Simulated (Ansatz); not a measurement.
# The perfect Pt wire along [110], 9 atoms a period

What gap, if any, does the Pt wire along [110], 9 atoms a period have, and how many channels would it open?

Main program and level: Ansatz 0.2.0; DFT PBE, plane waves, PAW; relaxation of a wire's period; PAW set soft_1, in the first sound run; inputs show where later runs differ.

## (1) Set-up

The cell holds 9 atoms: 9 Pt. Cell: a = 14.740 Å, b = 12.414 Å, c = 2.807 Å, α = 90.0°, β = 90.0°, γ = 90.0°. Vacuum lies along a and b. The structure's axis is c.

Structure file:

```cif
data_structure
_symmetry_space_group_name_H-M 'P 1'
_symmetry_Int_Tables_number 1
_cell_length_a 14.7400
_cell_length_b 12.4140
_cell_length_c 2.8072
_cell_angle_alpha 90.000
_cell_angle_beta 90.000
_cell_angle_gamma 90.000
_cell_volume 513.67
loop_
_atom_site_label
_atom_site_type_symbol
_atom_site_fract_x
_atom_site_fract_y
_atom_site_fract_z
_atom_site_occupancy
Pt1 Pt 0.23066 0.50002 0.00000 1
Pt2 Pt 0.50000 0.72615 0.00000 1
Pt3 Pt 0.50000 0.50002 0.00000 1
Pt4 Pt 0.76934 0.50002 0.00000 1
Pt5 Pt 0.36533 0.38695 0.50000 1
Pt6 Pt 0.36533 0.61308 0.50000 1
Pt7 Pt 0.63467 0.38695 0.50000 1
Pt8 Pt 0.63467 0.61308 0.50000 1
Pt9 Pt 0.50000 0.27388 0.00000 1
```

## (2) Relaxing the period

Band widths follow the bond lengths, so the wire is relaxed first. The atoms and the third cell vector are free; the box across stays fixed as vacuum. A Fermi-Dirac smearing is set since the result may be a metal. The pressure printed is a third of the stress's trace over the whole box, vacuum included; only the stress along the axis is relaxed.

input.yaml

```yaml
crystal:
  lattice:
    - [14.74, 0.0, 0.0]
    - [0.0, 12.414, 0.0]
    - [0.0, 0.0, 2.8072139213]
  atoms:
    - { symbol: Pt, position: [0.230664858, 0.500017232, 0.0] }
    - { symbol: Pt, position: [0.5, 0.72615014, 0.0] }
    - { symbol: Pt, position: [0.5, 0.500017232, 0.0] }
    - { symbol: Pt, position: [0.769335142, 0.500017232, 0.0] }
    - { symbol: Pt, position: [0.365332429, 0.386950778, 0.5] }
    - { symbol: Pt, position: [0.365332429, 0.613083686, 0.5] }
    - { symbol: Pt, position: [0.634667571, 0.386950778, 0.5] }
    - { symbol: Pt, position: [0.634667571, 0.613083686, 0.5] }
    - { symbol: Pt, position: [0.5, 0.273884324, 0.0] }
kpoints:
  mp_grid: { grid: [1, 1, 29] }
scf:
  occupations: { method: fermi_dirac, width: 0.05 }
hamiltonian:
  xc: pbe
  pseudopotentials: { kind: paw, azcp: { folder: soft_1 } }
relax:
  cell: { fix: [a, b, alpha, beta, gamma] }
  max_steps: 45
  f_tol: 0.03
```

Started as:

```sh
$ ansatz run input.yaml --threads 4 --pin off --max-ram 16384MiB --backend cpu --events-out ev --progress --plain --runs-dir out
```

Numbers of over 12 decimals in the logs are rounded to 6 here.

What it wrote:

```text
Engine: ansatz 0.2.0, aarch64-unknown-linux-gnu
Pseudopotentials: kind: paw
Pseudopotential: Pt, paw, valence charge 18, recommended cutoff 420 eV (normal), soft_1/Pt.paw.azcp
Functional definition: PBE
  parameter kappa = 0.804
  parameter beta = 0.066725
  exchange = pbe_x(kappa = kappa, mu = beta*pi^2/3)
  correlation = pbe_c(beta = beta)
Crystal: 9 atoms, lattice volume = 513.671 Å³
Basis set: ecut = 420 eV, 10053 PW (Γ), exchange–correlation on 200×180×40 points (8 copies of the dense FFT grid, shifted against one another)
Bands: 98, of which v1, the nominal top of the filled ones, is band 81 counted from 1 (80 counted from 0)
Symmetry: 8 space group operations
Space group: Pmmm (ITA 47), of the structure as read, at distance tolerance 8.0e-5 Å
k-points: 15 of 29
Non-local potential: Pt, projectors of the file, l = 0: 3, l = 1: 2, l = 2: 2, l = 3: 1
PAW form: soft (Blöchl's): semilocal exchange-correlation on the pseudo side does not see the compensation charge
PAW one-centre angular grid: Pt, 590 points (default); XC on 64 Gauss nodes
Initial density: superposition of atomic densities (neutral atoms: chi_scale 0, normalization atom)
Initial wavefunctions: pseudopotential atomic-orbital guess
Functional: x = pbe(κ = 0.804, μ = 0.219515), c = pbe(β = 0.066725)
SCF iter   1: F=—  HF=-112716.423332 eV  |F-HF|=—  |Δ(HF+E_count)|=         —  Δρ=4.24e-2  dr2=9.48e0  ethr=3.10e-3  ⟨swp⟩=6.7  Hψ=5534  notcnv=0  defer=30
preconditioner: auto → LDOS  [metal: Δε(μ)=0.010 eV  Ē_g=5.967 eV  σ=0.050 eV  W_gap=0.05  n_scr=76 (ndim 8)  ℏωp=15.5 eV  f_vac=0.614  D(μ)=23.11/eV (n_scr^D=212)  β→1.0]
SCF iter   2: F=—  HF=-112715.625343 eV  |F-HF|=—  |Δ(HF+E_count)|=   7.98e-1  Δρ=3.14e-2  dr2=1.03e1  ethr=3.10e-3  ⟨swp⟩=3.0  Hψ=3794  notcnv=0  defer=101
SCF iter   3: F=—  HF=-112713.834122 eV  |F-HF|=—  |Δ(HF+E_count)|=    1.79e0  Δρ=8.79e-3  dr2=7.86e-1  ethr=3.10e-3  ⟨swp⟩=2.5  Hψ=2813  notcnv=0  defer=107
SCF iter   4: F=—  HF=-112713.815132 eV  |F-HF|=—  |Δ(HF+E_count)|=   1.90e-2  Δρ=4.25e-3  dr2=4.81e-1  ethr=4.85e-4  ⟨swp⟩=2.1  Hψ=2443  notcnv=0  defer=106
SCF iter   5: F=—  HF=-112713.774721 eV  |F-HF|=—  |Δ(HF+E_count)|=   4.04e-2  Δρ=2.90e-3  dr2=1.14e-1  ethr=2.97e-4  ⟨swp⟩=2.0  Hψ=2171  notcnv=0  defer=106
SCF iter   6: F=—  HF=-112713.769957 eV  |F-HF|=—  |Δ(HF+E_count)|=   4.76e-3  Δρ=1.38e-3  dr2=1.79e-2  ethr=7.04e-5  ⟨swp⟩=1.8  Hψ=1432  notcnv=0  defer=106
SCF iter   7: F=—  HF=-112713.769920 eV  |F-HF|=—  |Δ(HF+E_count)|=   3.70e-5  Δρ=7.48e-4  dr2=6.18e-3  ethr=1.11e-5  ⟨swp⟩=2.0  Hψ=1800  notcnv=0  defer=106
SCF iter   8: F=—  HF=-112713.769958 eV  |F-HF|=—  |Δ(HF+E_count)|=   3.74e-5  Δρ=4.37e-4  dr2=1.92e-3  ethr=3.82e-6  ⟨swp⟩=2.0  Hψ=1600  notcnv=0  defer=106
SCF iter   9: F=—  HF=-112713.769800 eV  |F-HF|=—  |Δ(HF+E_count)|=   1.58e-4  Δρ=1.64e-4  dr2=2.58e-4  ethr=1.19e-6  ⟨swp⟩=1.9  Hψ=1535  notcnv=0  defer=106
SCF iter  10: F=—  HF=-112713.769808 eV  |F-HF|=—  |Δ(HF+E_count)|=   8.68e-6  Δρ=7.04e-5  dr2=4.90e-5  ethr=1.60e-7  ⟨swp⟩=1.9  Hψ=1794  notcnv=0  defer=106
SCF iter  11: F=—  HF=-112713.769588 eV  |F-HF|=—  |Δ(HF+E_count)|=   2.21e-4  Δρ=2.36e-5  dr2=3.68e-6  ethr=3.02e-8  ⟨swp⟩=1.9  Hψ=1747  notcnv=0  defer=106
SCF iter  12: F=—  HF=-112713.769588 eV  |F-HF|=—  |Δ(HF+E_count)|=   7.54e-8  Δρ=8.28e-6  dr2=9.24e-7  ethr=2.27e-9  ⟨swp⟩=2.0  Hψ=2062  notcnv=0  defer=106
SCF iter  13: F=—  HF=-112713.769588 eV  |F-HF|=—  |Δ(HF+E_count)|=   1.42e-7  Δρ=4.49e-6  dr2=1.88e-7  ethr=5.70e-10  ⟨swp⟩=2.0  Hψ=1982  notcnv=0  defer=106
SCF iter  14: F=-112713.769588 eV  HF=-112713.769588 eV  |F-HF|=4.89e-9  |Δ(HF+E_count)|=   3.55e-9  Δρ=1.01e-6  dr2=9.93e-9  ethr=6.17e-11  ⟨swp⟩=5.0  Hψ=5137  notcnv=0
SCF 1 converged in 14 iterations: F = -112713.769588 eV  dr2 = 9.93e-9
  greatest PAW one-centre occupation: 1.000 electrons in one spin orbital (limit 2), on the Pt atom at site 2 (counted from 0), in its partial waves of l = 0
relax step   1: F+E_penalty+E_count = -112713.76958781 eV  Δ(F+E_penalty+E_count) = +0.000e0 eV  max|allowed force component| = 1.497e0 eV/Å  Δτ_max = 0.0000 Å  P = -3.978 GPa  Ω = 513.671 Å³  fix = [a, b, alpha, beta, gamma]  reactions: a -3.856, b -1.468 GPa  (14 SCF iters, dr2 threshold 1.00e-7 eV, accepted)
Crystal: 9 atoms, lattice volume = 492.454 Å³
Basis set: ecut = 420 eV, 9693 PW (Γ), exchange–correlation on 200×180×40 points (8 copies of the dense FFT grid, shifted against one another)
Initial density: handed on by an earlier stage of this run
Initial wavefunctions: those handed on with the density
iter 1 solved again at ethr=1.14e-3 eV; its pass at ethr=3.10e-3 eV (dr2=1.84e0 eV) is discarded
SCF iter   1: F=—  HF=-112714.912869 eV  |F-HF|=—  |Δ(HF+E_count)|=         —  Δρ=1.52e-2  dr2=1.84e0  ethr=1.14e-3  ⟨swp⟩=2.5  Hψ=6878  notcnv=0
preconditioner: auto → LDOS  [metal: Δε(μ)=0.008 eV  Ē_g=6.631 eV  σ=0.050 eV  W_gap=0.04  n_scr=74 (ndim 8)  ℏωp=15.9 eV  f_vac=0.626  D(μ)=19.70/eV (n_scr^D=164)  β→1.0]
SCF iter   2: F=—  HF=-112714.812661 eV  |F-HF|=—  |Δ(HF+E_count)|=   1.00e-1  Δρ=7.47e-3  dr2=3.74e-1  ethr=1.13e-3  ⟨swp⟩=2.3  Hψ=2212  notcnv=0
SCF iter   3: F=—  HF=-112714.772849 eV  |F-HF|=—  |Δ(HF+E_count)|=   3.98e-2  Δρ=4.38e-3  dr2=1.65e-1  ethr=2.31e-4  ⟨swp⟩=2.2  Hψ=2401  notcnv=0  defer=68
SCF iter   4: F=—  HF=-112714.757039 eV  |F-HF|=—  |Δ(HF+E_count)|=   1.58e-2  Δρ=2.09e-3  dr2=4.73e-2  ethr=1.02e-4  ⟨swp⟩=2.0  Hψ=1819  notcnv=0  defer=112
SCF iter   5: F=—  HF=-112714.753124 eV  |F-HF|=—  |Δ(HF+E_count)|=   3.91e-3  Δρ=5.75e-4  dr2=3.53e-3  ethr=2.92e-5  ⟨swp⟩=1.5  Hψ=1411  notcnv=0  defer=112
SCF iter   6: F=—  HF=-112714.753170 eV  |F-HF|=—  |Δ(HF+E_count)|=   4.54e-5  Δρ=1.18e-4  dr2=1.26e-4  ethr=2.18e-6  ⟨swp⟩=2.0  Hψ=2051  notcnv=0  defer=112
SCF iter   7: F=—  HF=-112714.752934 eV  |F-HF|=—  |Δ(HF+E_count)|=   2.36e-4  Δρ=4.55e-5  dr2=1.58e-5  ethr=7.78e-8  ⟨swp⟩=2.1  Hψ=2009  notcnv=0  defer=112
SCF iter   8: F=—  HF=-112714.752940 eV  |F-HF|=—  |Δ(HF+E_count)|=   5.65e-6  Δρ=2.66e-5  dr2=6.70e-6  ethr=9.77e-9  ⟨swp⟩=2.1  Hψ=2084  notcnv=0  defer=112
SCF iter   9: F=—  HF=-112714.752940 eV  |F-HF|=—  |Δ(HF+E_count)|=   4.02e-7  Δρ=1.56e-5  dr2=2.90e-6  ethr=4.14e-9  ⟨swp⟩=2.1  Hψ=1793  notcnv=0  defer=112
SCF iter  10: F=—  HF=-112714.752940 eV  |F-HF|=—  |Δ(HF+E_count)|=   4.02e-9  Δρ=9.01e-6  dr2=1.00e-6  ethr=1.79e-9  ⟨swp⟩=1.7  Hψ=1511  notcnv=0  defer=112
SCF iter  11: F=-112714.752940 eV  HF=-112714.752940 eV  |F-HF|=1.17e-7  |Δ(HF+E_count)|=   3.64e-8  Δρ=3.96e-6  dr2=1.75e-7  ethr=5.56e-10  ⟨swp⟩=4.3  Hψ=4418  notcnv=0
[...]
relax step   8: F+E_penalty+E_count = -112715.04609793 eV  Δ(F+E_penalty+E_count) = -7.629e-3 eV  max|allowed force component| = 5.943e-2 eV/Å  Δτ_max = 0.0528 Å  P = -0.001 GPa  Ω = 486.424 Å³  energy of the carried Pulay correction = +3.378e-3 eV  fix = [a, b, alpha, beta, gamma]  reactions: a -0.071, b +0.108 GPa  (10 SCF iters, dr2 threshold 8.51e-8 eV, accepted)
relax step   9: F+E_penalty+E_count = -112715.06339337 eV  Δ(F+E_penalty+E_count) = -1.730e-2 eV  max|allowed force component| = 7.813e-2 eV/Å  Δτ_max = 0.1130 Å  P = +0.012 GPa  Ω = 485.776 Å³  energy of the carried Pulay correction = +3.460e-3 eV  fix = [a, b, alpha, beta, gamma]  reactions: a -0.132, b +0.120 GPa  (10 SCF iters, dr2 threshold 2.21e-7 eV, accepted)
relax step  10: F+E_penalty+E_count = -112715.06989717 eV  Δ(F+E_penalty+E_count) = -6.504e-3 eV  max|allowed force component| = 1.309e-1 eV/Å  Δτ_max = 0.1612 Å  P = +0.063 GPa  Ω = 485.376 Å³  energy of the carried Pulay correction = +3.511e-3 eV  fix = [a, b, alpha, beta, gamma]  reactions: a +0.029, b +0.089 GPa  (10 SCF iters, dr2 threshold 3.81e-7 eV, accepted)
relax step  11: F+E_penalty+E_count = -112715.08241241 eV  Δ(F+E_penalty+E_count) = -1.252e-2 eV  max|allowed force component| = 7.676e-3 eV/Å  Δτ_max = 0.0494 Å  P = -0.054 GPa  Ω = 485.588 Å³  energy of the carried Pulay correction = +3.484e-3 eV  fix = [a, b, alpha, beta, gamma]  reactions: a -0.042, b -0.040 GPa  (8 SCF iters, dr2 threshold 9.00e-7 eV, accepted)
relax step  12: F+E_penalty+E_count = -112715.08301813 eV  Δ(F+E_penalty+E_count) = -6.057e-4 eV  max|allowed force component| = 6.490e-3 eV/Å  Δτ_max = 0.0297 Å  P = -0.019 GPa  Ω = 485.176 Å³  energy of the carried Pulay correction = +3.537e-3 eV  fix = [a, b, alpha, beta, gamma]  reactions: a -0.027, b -0.038 GPa  (10 SCF iters, dr2 threshold 1.60e-8 eV, accepted)
Basis set: ecut = 420 eV, 9533 PW (Γ), exchange–correlation on 200×180×36 points (8 copies of the dense FFT grid, shifted against one another)
Initial wavefunctions: pseudopotential atomic-orbital guess (no wavefunctions were taken with the density)
iter 1 solved again at ethr=2.34e-6 eV; its pass at ethr=3.10e-3 eV (dr2=3.80e-3 eV) is discarded
SCF iter   1: F=—  HF=-112715.077335 eV  |F-HF|=—  |Δ(HF+E_count)|=         —  Δρ=1.29e-4  dr2=1.38e-5  ethr=2.34e-6  ⟨swp⟩=4.2  Hψ=10449  notcnv=0
eigensolver tolerance schedule: the retry pair's looser diagonalisation over-reported the residual by 274.83 of it (diagonalisation noise at 0.26 of the residual, at the tolerance the schedule requests for it); recorded, not acted on — ethr = c·dr2/N_el stays at c = 1.0e-1
preconditioner: auto → LDOS  [metal: Δε(μ)=0.020 eV  Ē_g=6.692 eV  σ=0.050 eV  W_gap=0.10  n_scr=74 (ndim 8)  ℏωp=16.0 eV  f_vac=0.617  D(μ)=17.30/eV (n_scr^D=110)  β→1.0]
SCF iter   2: F=—  HF=-112715.077391 eV  |F-HF|=—  |Δ(HF+E_count)|=   5.63e-5  Δρ=3.30e-5  dr2=2.86e-6  ethr=8.50e-9  ⟨swp⟩=2.5  Hψ=2943  notcnv=0
SCF iter   3: F=—  HF=-112715.077390 eV  |F-HF|=—  |Δ(HF+E_count)|=   9.30e-7  Δρ=1.06e-5  dr2=5.41e-7  ethr=1.76e-9  ⟨swp⟩=2.6  Hψ=2942  notcnv=0
SCF iter   4: F=—  HF=-112715.077390 eV  |F-HF|=—  |Δ(HF+E_count)|=   1.11e-7  Δρ=2.53e-6  dr2=6.05e-8  ethr=3.34e-10  ⟨swp⟩=2.8  Hψ=2734  notcnv=0
SCF iter   5: F=—  HF=-112715.077390 eV  |F-HF|=—  |Δ(HF+E_count)|=   8.09e-9  Δρ=7.30e-7  dr2=1.62e-9  ethr=3.73e-11  ⟨swp⟩=2.4  Hψ=2248  notcnv=0
SCF iter   6: F=—  HF=-112715.077390 eV  |F-HF|=—  |Δ(HF+E_count)|=  8.15e-10  Δρ=2.42e-7  dr2=5.61e-10  ethr=1.00e-12  ⟨swp⟩=2.6  Hψ=2727  notcnv=0
SCF iter   7: F=—  HF=-112715.077390 eV  |F-HF|=—  |Δ(HF+E_count)|=  1.16e-10  Δρ=8.59e-8  dr2=1.45e-10  ethr=1.00e-12  ⟨swp⟩=1.0  Hψ=1470  notcnv=0
SCF iter   8: F=-112715.077390 eV  HF=-112715.077390 eV  |F-HF|=5.82e-11  |Δ(HF+E_count)|=  1.46e-11  Δρ=4.64e-8  dr2=2.01e-11  ethr=1.00e-12  ⟨swp⟩=4.5  Hψ=4586  notcnv=0
SCF 13 converged in 8 iterations: F = -112715.077390 eV  dr2 = 2.01e-11
relax step  13: F+E_penalty+E_count = -112715.07739017 eV  Δ(F+E_penalty+E_count) = +5.628e-3 eV  max|allowed force component| = 5.686e-3 eV/Å  Δτ_max = 0.0000 Å  P = -0.008 GPa  Ω = 485.176 Å³  fix = [a, b, alpha, beta, gamma]  reactions: a -0.020, b -0.032 GPa  stress off target by 2.82e-2 GPa on what of the cell is left free  SCF on the basis re-selected at this cell (its energy is not comparable with the rows above)  (8 SCF iters)
basis re-selected at this cell: Δ(F+E_penalty+E_count) = +5.628e-3 eV, ΔP = +0.011 GPa vs the last step (what re-selecting the basis moved, of the pressure what is left beyond the Pulay correction that the steps carried, after the strain that the cell walked since its last selection, with what the two solves' SCF thresholds leave and, on support functions, any second-order correction that the steps lacked; it is no measure of the basis error at this ecutwfc). The dense FFT grid was sized anew with the basis: this SCF ran on 100×90×18 points, the steps before it on 100×90×20, so part of this shift can come from that change (see relax.cell in the input reference). [rest of the remark cut]
SCF converged after 8 iterations
Free energy (F): -112715.077390 eV
Harris-Foulkes:  -112715.077390 eV  (|F-HF|=5.82e-11)
Internal energy: -112714.931500 eV  (E = F + TS)
E sigma→0 (E₀):  -112715.004445 eV
Entropy (-TS):   -0.145890 eV (-16.210 meV/atom)
Fermi energy:    2.525533 eV
--- Per-component energies (eV) ---
  E_band       = -4441.278114
  E_kinetic    = 5366.978775
  E_local      = -104203.918473  (includes V_loc(G=0)·N_el)
  E_nonlocal   = 1837.794874
  E_hartree    = 48925.142107
  E_xc         = -2081.204558
  E_vxc        = -2428.291708  (∫ρ·V_xc dr)
  E_paw        = -85357.504781  (= ΣΔE_a)
  E_vpaw       = -2864.135526  (= ΣTr[D̂ρ^β])
  E_aug_tail   = 0.009818  (compensation charges beyond the density's cutoff)
  E_ewald      = 22797.770737
  E_smearing   = -0.145890  (= −TS)
  E_closure    = 0.000000  (closes the sum)
  Σ components = -112715.077390   (vs F -112715.077390, Δ=0.00e0)
--- Forces (eV/Å), atoms counted from 1 ---
  atom   1  Pt     0.00568630    -0.00000000    -0.00000000
  atom   2  Pt    -0.00000000    -0.00139671     0.00000000
  atom   3  Pt     0.00000000     0.00000000     0.00000000
  atom   4  Pt    -0.00568630     0.00000000     0.00000000
  atom   5  Pt     0.00223057    -0.00038294    -0.00000000
  atom   6  Pt     0.00223057     0.00038294    -0.00000000
  atom   7  Pt    -0.00223057    -0.00038294     0.00000000
  atom   8  Pt    -0.00223057     0.00038294     0.00000000
  atom   9  Pt     0.00000000     0.00139671    -0.00000000
  max |Σ_I F_I| component: 1.78e-18 eV/Å
--- Stress (GPa, compression-positive) ---
       -0.019860      -0.000000       0.000000
       -0.000000      -0.031873      -0.000000
        0.000000      -0.000000       0.028180
  P = ⅓ Tr σ = -0.0079 GPa (-0.079 kbar)
--- Relaxed structure (12 steps of the walk, 12 accepted, 1 SCFs on fresh bases) ---
  F+E_penalty+E_count = -112715.07739017 eV   max|allowed force component| = 5.686e-3 eV/Å   (the final SCF, on the basis selected at the relaxed cell)
  cell:  # Å, volume = 485.1760 Å³
    - [14.74, 0, 0]
    - [0, 12.414, 0]
    - [0, 0, 2.651490]
  atoms:
    - { symbol: Pt, position: [0.271752, 0.500017232, 0] }
    - { symbol: Pt, position: [0.5, 0.753121, 6.620738910714029e-18] }
    - { symbol: Pt, position: [0.5, 0.500017232, 0] }
    - { symbol: Pt, position: [0.728248, 0.500017232, 0] }
    - { symbol: Pt, position: [0.376727, 0.361654, 0.500000] }
    - { symbol: Pt, position: [0.376727, 0.638380, 0.500000] }
    - { symbol: Pt, position: [0.623273, 0.361654, 0.500000] }
    - { symbol: Pt, position: [0.623273, 0.638380, 0.500000] }
    - { symbol: Pt, position: [0.5, 0.246914, -6.620738910714029e-18] }
```

Wall time 3 min (4 threads of Arm Neoverse V1, shared host); peak memory 1.5 GiB; 12 min of CPU time.

[end of part 1 of 2]

[Logs are printed without paths, hosts, clocks, repeated set-up lines and the standing remarks that a program may print on its own settings, such as how far it seeks lower states.]

[Hosts, paths, dates, database ids (printed as entryN), source tags and the programs' standing remarks are cut or masked in the printed files.]
